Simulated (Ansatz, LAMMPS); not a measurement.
# Relaxing Ca2+ TFSI- in dimethyl sulfoxide and ethylene carbonate, from a frame at 400 K (141 atoms), part 2 of 2

Wanted: the relaxed structure of Ca2+ TFSI- in dimethyl sulfoxide and ethylene carbonate, from a frame at 400 K (141 atoms) and its electronic structure.

Ansatz 0.2.0; Kohn-Sham DFT, PBEsol, PAW (set soft_2), plane waves.

The cell: 2 N, 9 S, 31 O, 32 C, 12 F, 54 H and 1 Ca. The network of contacts between molecules at the start is that of the classical potential that made the cell. The functional has no dispersion term. Only the Γ point is sampled, in a cell whose shortest periodic width is 12 Å.

So far. Step 4 (Cell and atoms relaxed): The relaxation changed the energy by -59.9 meV/atom, and atoms moved by 1.4 Å r.m.s., 3.3 Å at most.

### Step 6. Single point at the relaxed geometry

The electronic structure is read at the final geometry, in a run of its own.

The input, input.yaml:

```yaml
crystal:
  lattice:
    - [12.21286, 0.00791, -0.05128]
    - [0.00791, 12.35826, -0.00336]
    - [-0.05128, -0.00336, 12.183]
  atoms:
    - { symbol: "N", position: [0.53016, 0.13148, 0.73435] }
    - { symbol: S, position: [0.60775, 0.22521, 0.77683] }
    - { symbol: O, position: [0.56765, 0.33481, 0.76351] }
    - { symbol: O, position: [0.66294, 0.20057, 0.8801] }
    - { symbol: C, position: [0.71569, 0.2093, 0.67109] }
    - { symbol: F, position: [0.79306, 0.28407, 0.69076] }
    - { symbol: F, position: [0.67423, 0.2256, 0.57104] }
    - { symbol: F, position: [0.76206, 0.11155, 0.67514] }
    - { symbol: S, position: [0.40654, 0.11851, 0.77069] }
    - { symbol: O, position: [0.37984, 0.17034, 0.87386] }
    - { symbol: O, position: [0.37323, 0.00798, 0.75148] }
    - { symbol: C, position: [0.32676, 0.19555, 0.66511] }
    - { symbol: F, position: [0.35493, 0.16413, 0.56403] }
    - { symbol: F, position: [0.21977, 0.17458, 0.6788] }
    - { symbol: F, position: [0.34203, 0.30198, 0.67406] }
    - { symbol: "N", position: [0.32077, 0.66456, 0.28406] }
    - { symbol: S, position: [0.32525, 0.61104, 0.16652] }
    - { symbol: O, position: [0.34899, 0.69472, 0.08709] }
    - { symbol: O, position: [0.38555, 0.51011, 0.16013] }
    - { symbol: C, position: [0.18164, 0.57171, 0.13129] }
    - { symbol: F, position: [0.17897, 0.53052, 0.02954] }
    - { symbol: F, position: [0.11489, 0.6574, 0.1349] }
    - { symbol: F, position: [0.14477, 0.49646, 0.20061] }
    - { symbol: S, position: [0.32349, 0.60099, 0.39766] }
    - { symbol: O, position: [0.40859, 0.64423, 0.46874] }
    - { symbol: O, position: [0.30874, 0.485, 0.39307] }
    - { symbol: C, position: [0.19497, 0.65469, 0.4589] }
    - { symbol: F, position: [0.10778, 0.63136, 0.39546] }
    - { symbol: F, position: [0.18061, 0.60886, 0.55722] }
    - { symbol: F, position: [0.1997, 0.76199, 0.47195] }
    - { symbol: C, position: [0.66444, 0.51663, 0.20571] }
    - { symbol: S, position: [0.71427, 0.44601, 0.08802] }
    [... 103 atom lines left out ...]
    - { symbol: O, position: [0.06872, 0.09964, 0.01625] }
    - { symbol: H, position: [0.192, 0.8886, 0.92315] }
    - { symbol: H, position: [0.1651, 0.9938, 0.82538] }
    - { symbol: H, position: [0.20463, 0.01859, 0.07457] }
    - { symbol: H, position: [0.23027, 0.1155, 0.96616] }
    - { symbol: Ca, position: [0.74664, 0.15553, 0.05589] }
kpoints:
  mp_grid: { grid: [1, 1, 1] }
hamiltonian:
  xc: pbesol
scf:
  occupations: { method: fixed }
output:
  forces: true
  stress: true
  populations: true
  dos:
    method: { smearing: { sigma: 0.1 } }
    de: 0.1
    projected: { site_lists: { C: [C], Ca: [Ca], F: [F], H: [H], "N": ["N"] } }
  eigenvalues: true
  write_density: true
  write_potential: true
  volumetric_format: npy
  elf: true
```

Launch:

```bash
ansatz run input.yaml --threads 4 --pin off --max-ram 8192MiB --backend cpu --events-out ev --progress --plain --runs-dir out
```

The job ended after 24 s (4 threads of Intel Xeon Platinum 8488C (Sapphire Rapids), shared host; peak memory 2.6 GiB).

The program notes that the exchange-correlation potential is rough where the density is thin.

Read from the output:

| Property | Result |
| --- | --- |
| free energy | -46229.4212 eV |
| free energy per atom | -327.8682 eV/atom |
| SCF cycles | 11 |
| pressure | 0.0275 GPa |
| r.m.s. force component | 0.00815 eV/Å |
| longest force | 0.05163 eV/Å |
| Fermi energy | 0.02425 eV |
| gap (highest filled to lowest empty level) | 4.546 eV |
| spilling of the projection | 0.01546 |

Löwdin charges by element and coordination (they lack the spilled electrons, 0.058 e an atom on average):

```csv
element,coordination,atoms,mean charge (e),spread,least,most
C,all,32,-0.0046,0.520,-0.616,0.721
C,3,6,0.714,0.0047,0.709,0.721
C,4,26,-0.171,0.431,-0.616,0.678
Ca,all,1,1.70,0,1.70,1.70
F,all,12,-0.210,0.0062,-0.219,-0.198
H,all,54,0.220,0.0117,0.193,0.241
N,all,2,-0.905,9.0e-4,-0.906,-0.904
O,all,31,-0.507,0.230,-0.834,-0.246
O,1,12,-0.660,0.143,-0.784,-0.41
O,2,19,-0.410,0.221,-0.834,-0.246
S,all,9,1.64,0.485,1.19,2.18
S,3,5,1.20,0.0102,1.19,1.22
S,4,4,2.18,0.0031,2.17,2.18
```

Density of states as counts of states in windows of 1 eV (from the Fermi level), total and the larger projections:

```csv
from (eV),to (eV),total,C p,F p,H s,C s
-14,-13,16.1,1.2,0.6,2.0,6.6
-13,-12,9.5,0.2,1.5,1.8,3.7
-12,-11,20.4,2.9,1.6,2.9,5.4
-11,-10,4.1,1.0,1.5,0.0,0.0
-10,-9,41.6,8.8,12.5,2.3,2.8
-9,-8,1.4,0.4,0.0,0.2,0.1
-8,-7,29.5,9.0,0.7,2.7,0.5
-7,-6,37.3,7.0,12.2,3.8,1.2
-6,-5,75.8,18.7,20.3,7.3,0.3
-5,-4,46.6,14.6,10.8,7.1,0.1
-4,-3,47.0,13.4,0.3,5.5,0.3
-3,-2,30.9,1.9,1.0,1.0,0.3
-2,-1,47.3,5.1,0.7,3.1,0.5
-1,0,8.7,0.8,0.0,0.4,0.1
0,1,1.9,0.2,0.0,0.1,0.0
1,4,0.0,0.0,0.0,0.0,0.0
4,5,14.6,4.5,0.1,1.1,0.7
```

With fixed occupations the program's Fermi level is the highest filled level; weight inside the gap is the broadening of levels at its edges.

Between -26 and -14 eV lie 98 more states.

Not all projections were asked for or kept, so they needn't add up to the total.

The levels nearest the highest filled one (over half full), pooled over k-points and spins:

```csv
level less the highest filled one (eV),occupation
-1.12,2
-0.240,2
-0.219,2
-0.187,2
-0.111,2
0,2
4.55,0
4.61,0
4.72,0
4.79,0
4.85,0
4.90,0
```

Valence density in the bc plane at fractional x = 0.327, with atoms of C and F and N and S and O and H within 0.2 Å of it. It is the smooth field of the valence electrons, not physical close to the nuclei.

Ten steps, logarithmic in the rise over the least value, from '0' (0.00 × 1e0 e/Å³) to '9' (8.46 × 1e0 e/Å³), each cell a mean:
```
00000110000000000000000000000000000
00012332100000000000000011110000000
00023554210000000000111235542000000
11124554210000000123332468974100001
44333332100000000245653468974100023
66433332112210000246653345542000135
65433455457641000124432111110000125
22223566689962000012221000000000012
00013566568852000000110000000000000
00025776433310000000000000000000000
00136886310000000000001000000000000
00013554100000000011122210000000000
00000111000000023333444421000011110
00000011100000257765555431000022210
00001234322111368976545431000011110
00001366543211246655556653100000000
00001356543210012222357775210000000
00000134553210000112357775200000000
00000135655431012334456653100000000
00000246666652113555545542100000000
00000245554542113455546665310000000
00000112222110001233446788520001100
00000000000000000011124677420001110
00000000000000000000012333100000000
```
Columns run along b (12.4 Å), rows up along c (12.2 Å). Atoms in or near the plane, at fractional coordinates: C at (0.20, 0.67), F at (0.30, 0.67), N at (0.66, 0.28), S at (0.61, 0.17), S at (0.60, 0.40), O at (0.74, 0.82), H at (0.34, 0.17).

ELF in the bc plane at fractional x = 0.327, with atoms of C and F and N and S and O and H within 0.2 Å of it. It is the smooth field of the valence electrons, not physical close to the nuclei.

Values in units of 1e-1, 13 rows by 16 columns, each cell a mean:
```
0.1 0.6 2.9 3.2 0.9 0.0 0.0 0.0 0.0 0.1 0.4 0.9 1.1 0.2 0.1 0.1
0.7 2.5 7.8 7.6 2.9 0.1 0.0 0.1 1.2 1.4 1.2 6.2 8.0 3.5 0.0 0.7
6.6 3.5 4.4 2.8 0.8 0.8 0.1 0.4 4.1 6.1 1.9 6.0 8.2 4.4 0.8 6.2
7.7 3.4 6.1 4.3 5.7 7.0 1.4 0.2 2.3 4.1 1.0 2.5 4.4 1.0 1.4 7.2
2.3 1.0 4.6 3.9 6.5 7.6 2.3 0.0 1.2 2.5 0.6 0.0 0.1 0.0 0.3 2.4
0.2 4.7 7.7 6.3 1.4 2.4 0.4 0.1 0.1 0.3 0.6 0.2 0.0 0.0 0.1 0.0
0.1 1.8 4.6 3.6 0.4 0.0 1.5 4.6 2.7 3.2 3.7 1.3 0.1 1.2 6.2 2.8
0.2 0.3 4.0 4.5 3.4 2.3 3.9 7.9 7.0 3.0 4.2 1.6 0.1 3.5 9.8 5.2
0.0 1.0 8.6 8.9 6.4 4.9 2.1 7.2 5.5 5.3 6.8 6.2 3.0 0.5 3.0 0.7
0.1 0.1 2.3 6.6 6.0 2.7 0.4 1.1 1.4 4.6 5.6 7.6 4.9 0.2 0.0 0.0
0.0 0.3 5.9 7.9 6.5 9.7 3.2 5.5 6.6 3.7 4.9 3.3 1.1 0.1 0.2 0.1
0.1 0.1 4.0 6.3 4.9 7.4 1.5 4.4 5.0 4.1 6.9 7.4 5.8 0.7 4.8 1.4
0.2 0.1 0.1 0.2 0.2 0.3 0.1 0.4 0.4 1.3 6.3 7.5 3.6 0.8 5.5 1.5
```
Columns run along b (12.4 Å), rows up along c (12.2 Å). Atoms in or near the plane, at fractional coordinates: C at (0.20, 0.67), F at (0.30, 0.67), N at (0.66, 0.28), S at (0.61, 0.17), S at (0.60, 0.40), O at (0.74, 0.82), H at (0.34, 0.17).

Mean Löwdin charges: C -0.00, Ca +1.70, F -0.21, H +0.22, N -0.91, O -0.51 e (they miss 1.5 % of the electrons, so they add up to more than the cell's charge).

Local excerpt of 13 atoms (numbers count through the whole input) about Ca141, the only Ca atom; x, y, z are measured from there.

```csv
atom,x,y,z,distance (Å),bonds,Löwdin charge (e)
Ca141,0.00,0.00,0.00,0.00,7,1.70
O64,-0.97,-2.05,-0.48,2.32,2,-0.83
O34,-0.66,2.12,0.69,2.33,2,-0.83
O54,1.27,0.04,1.95,2.33,2,-0.83
O131,1.81,-1.41,-0.74,2.41,2,-0.46
O4,-1.01,0.56,-2.14,2.43,2,-0.78
O121,-1.71,-0.22,1.74,2.45,2,-0.45
O101,1.62,1.54,-1.09,2.48,2,-0.44
S52,1.11,1.23,2.91,3.35,3,1.22
C122,-2.79,0.27,1.97,3.43,3,0.72
C132,3.00,-1.53,-0.93,3.49,3,0.72
S32,-0.39,3.59,0.39,3.63,3,1.20
C102,2.33,2.15,-1.84,3.67,3,0.72
```

The column of bonds counts only the pairs H-C within 1.34 Å, C-C within 1.85 Å, C-O within 1.73 Å, C-F within 1.62 Å, C-S within 2.21 Å, O-S within 1.93 Å, O-Ca within 2.88 Å, S-N within 1.98 Å; other neighbours, such as metal atoms beside each other in a compound, aren't counted, and periodic images can show an atom twice.

### Step 7. A run with a doubtful setting

The input is spoilt on purpose; the run shows how that looks.

This step: Kohn-Sham DFT, PBEsol+U, PAW (set soft_2), plane waves (Ansatz 0.2.0).

The input, input.yaml:

```yaml
crystal:
  lattice:
    - [12.05544, 0.0, 0.0]
    - [0.0, 12.05544, 0.0]
    - [0.0, 0.0, 12.05544]
  atoms:
    [... the 141 atom lines of step 3 ...]
kpoints:
  mp_grid: { grid: [1, 1, 1] }
hamiltonian:
  xc: pbesol
  hubbard: { sites: [{ species: "N", l: f, u_eff: 4.0 }] }
scf:
  occupations: { method: fixed }
  max_iter: 100
output:
  forces: true
```

Elapsed: 0.14 s, on 4 threads; peak memory 0.12 GiB.

The program refused the input before any cycle.

The program's message: “Error: inconsistent input (hamiltonian.hubbard.sites[].l, hamiltonian.hubbard.sites[].shell): the file of N doesn't list 4f, and it can't be added: PBE doesn't bind the shell 4f of the free atom, whos …”

The fault in the input: a U on a shell that isn't there (hamiltonian.hubbard.sites = [{"species": "N", "l": "f", "u_eff": 4.0}]). The fix is to take out hamiltonian.hubbard.sites.

### Step 8. Changed: scf.lower_state_search = "off"

Changed here: scf.lower_state_search = "off".

This step: Kohn-Sham DFT, PBEsol, PAW (set soft_2), plane waves (Ansatz 0.2.0).

input.yaml, the sections that differ from step 7:

```yaml
hamiltonian:
  xc: pbesol
scf:
  occupations: { method: fixed }
  lower_state_search: "off"
output:
  forces: true
  stress: true
  populations: true
  dos:
    method: { smearing: { sigma: 0.15 } }
    de: 0.1
    projected: { site_lists: { C: [C], Ca: [Ca], F: [F], H: [H], "N": ["N"] } }
  eigenvalues: true
# crystal, kpoints: as in step 7
```

The job ended after 19 s (4 threads; peak memory 2.4 GiB; 71 s of CPU time).

Geometry and reference: those of the single point at the start.

Forces differ from those of the single point at the start by 0 meV/Å r.m.s., 0 % of their size. It took 0.80 times the reference's time (shared host, so rough). The change had no effect here: energy, forces and cycles are those of the reference.

### Step 9. Outcome

```json
{"energy change in the relaxation": "-59.94 meV/atom", "r.m.s. displacement": "1.427 Å", "largest displacement": "3.254 Å", "free energy per atom": "-327.8682 eV/atom", "pressure": "0.0275 GPa", "r.m.s. force component": "0.00815 eV/Å", "gap (highest filled to lowest empty level)": "4.546 eV", "wall time of the 4 DFT runs": "15 min"}
```

**Reading.** Relaxation lowers the energy by 59.9 meV/atom and moves atoms by 1.4 Å r.m.s.; the r.m.s. force component goes from 0.99 to 0.0081 eV/Å, the pressure goes from 0.59 to 0.028 GPa, and the gap from 3.51 to 4.55 eV. Displacements are taken in the final cell, so they leave out its strain. By the final cutoffs no bond was broken or made. The functional lacks dispersion, which holds such a cell together, so the relaxed volume is likely too large. The cell grew by 4.9 % in volume. First to last step the energy falls by 8.451 eV, across changes of basis; the largest move, 3.25 Å, is that of H119, with 1 other atom within 2 % of it. The O-Ca bonds change most in mean length: from 2.442 Å (spread 0.054) to 2.392 Å (spread 0.061). Counting bonds as in the table, 81 % of C atoms have 4, all Ca atoms have 7, all F atoms have 1 and all H atoms have 1 bonded neighbour. Between filled and empty levels lie 4.55 eV (at Γ alone); a semilocal functional tends to put such gaps too low. In a disordered cell it changes from sample to sample and from frame to frame.

What to keep in mind: The network of contacts between molecules at the start is that of the classical potential that made the cell; in DFT atoms moved by 1.4 Å r.m.s.

[Logs are printed without paths, hosts, clocks, repeated set-up lines and the standing remarks that a program may print on its own settings, such as how far it seeks lower states.]

[Hosts, paths, dates, database ids (printed as entryN), source tags and the programs' standing remarks are cut or masked in the printed files.]
